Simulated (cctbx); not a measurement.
# What is wrong with this refinement?

Cell a = 4.6120 Å, b = 4.6120 Å, c = 33.5110 Å, α = 90.00°, β = 90.00°, γ = 120.00°; space group R-3m (no. 166). The compound is HoSeI.

The data are simulated with cctbx, not measured: Mo Kα, λ = 0.71073 Å, to d = 0.65 Å, 70 % of the full sphere, strongest reflection 40000 counts, noise from counting, a 1.5 % proportional error and a noise floor of 2 counts (s.d.); no absorption.

An anisotropic refinement with weights 1/σ² prints:

```text
Rint 0.017, 349 unique reflections to 0.65 A
cycle     R1     wR2    GooF  max shift (A)
   1  0.4200  0.7509  58.945   0.00588
   3  0.1597  0.4131  32.429   0.00000
final R1 0.1597 wR2 0.4131 GooF 32.429  parameters 9  data/parameter 38.8
atom        x        y        z      Ueq    occ   su(xyz)  su(Uiso or U11)
I1     0.66667  0.33333  0.94333  -0.0077  1.000  0.00010  0.0010  NPD
Ho1    0.00000  0.00000  0.88294   0.0139  1.000  0.00015  0.0015
Se1    0.00000  0.00000  0.69843   0.0054  1.000  0.00025  0.0020
difference map: max 67.94 min -7.58 rms 3.49
Q1    0.0000  0.0000  0.3906    6   68.60  0.02 A from I1
Q2    0.0000  0.0000  0.3007    6   22.70  0.03 A from Se1
Q3    0.0000  0.0000  0.1122    6   14.09  0.16 A from Ho1
Q4    0.0000  0.0000  0.3346    6    8.68  1.11 A from Se1
Q5    0.0000  0.0000  0.0000    3    7.69  2.87 A from Se1
Q6    0.0000  0.0000  0.4459    6    6.97  1.87 A from I1
```

**Question.** Can this result stand? If not, what is the likely fault?

Mend it. The fault: elements exchanged: Ho1 is I and I1 is Ho. Against the right model at the same level, R1 goes from 0.0054 to 0.1597 and GooF from 0.96 to 32.43, U of I1 shrinks from 0.0069 to -0.0077 Å², U of Ho1 swells from 0.0091 to 0.0139 Å², the top difference peak, 68.6 e/Å³, lies on I1 and I1 goes non-positive-definite. Ho1 has 14 electrons too many and its U swells to shed them, as expected; I1 has 14 electrons too few and its U shrinks to make up, as expected.

The compound is HoSeI. The right model at the same level gives:

```text
Rint 0.017, 349 unique reflections to 0.65 A
cycle     R1     wR2    GooF  max shift (A)
   1  0.0054  0.0123   0.969   0.00017
   2  0.0054  0.0122   0.959   0.00000
final R1 0.0054 wR2 0.0122 GooF 0.959  parameters 9  data/parameter 38.8
atom        x        y        z      Ueq    occ   su(xyz)  su(Uiso or U11)
Ho1    0.66667  0.33333  0.94330   0.0069  1.000  0.00000  0.0000
I1     0.00000  0.00000  0.88309   0.0091  1.000  0.00000  0.0000
Se1    0.00000  0.00000  0.69860   0.0097  1.000  0.00001  0.0001
difference map: max 0.36 min -0.41 rms 0.08
Q1    0.0035  0.5017  0.3619   18    0.36  1.32 A from Se1
Q2    0.0638  0.5319  0.6820   18    0.36  2.11 A from Ho1
Q3    0.0000  0.0000  0.0128    6    0.34  2.74 A from Se1
Q4    0.0000  0.0000  0.4236    6    0.30  1.12 A from Ho1
Q5    0.0000  0.0000  0.1545    6    0.29  1.26 A from I1
Q6    0.1099  0.2199  0.1027   18    0.28  1.00 A from I1
```

This is a model crystal, built by substitution and not relaxed, with assumed displacement parameters.

[Middle refinement cycles are left out of these outputs.]

[Logs are printed without paths, hosts, clocks, repeated set-up lines and the standing remarks that a program may print on its own settings, such as how far it seeks lower states.]
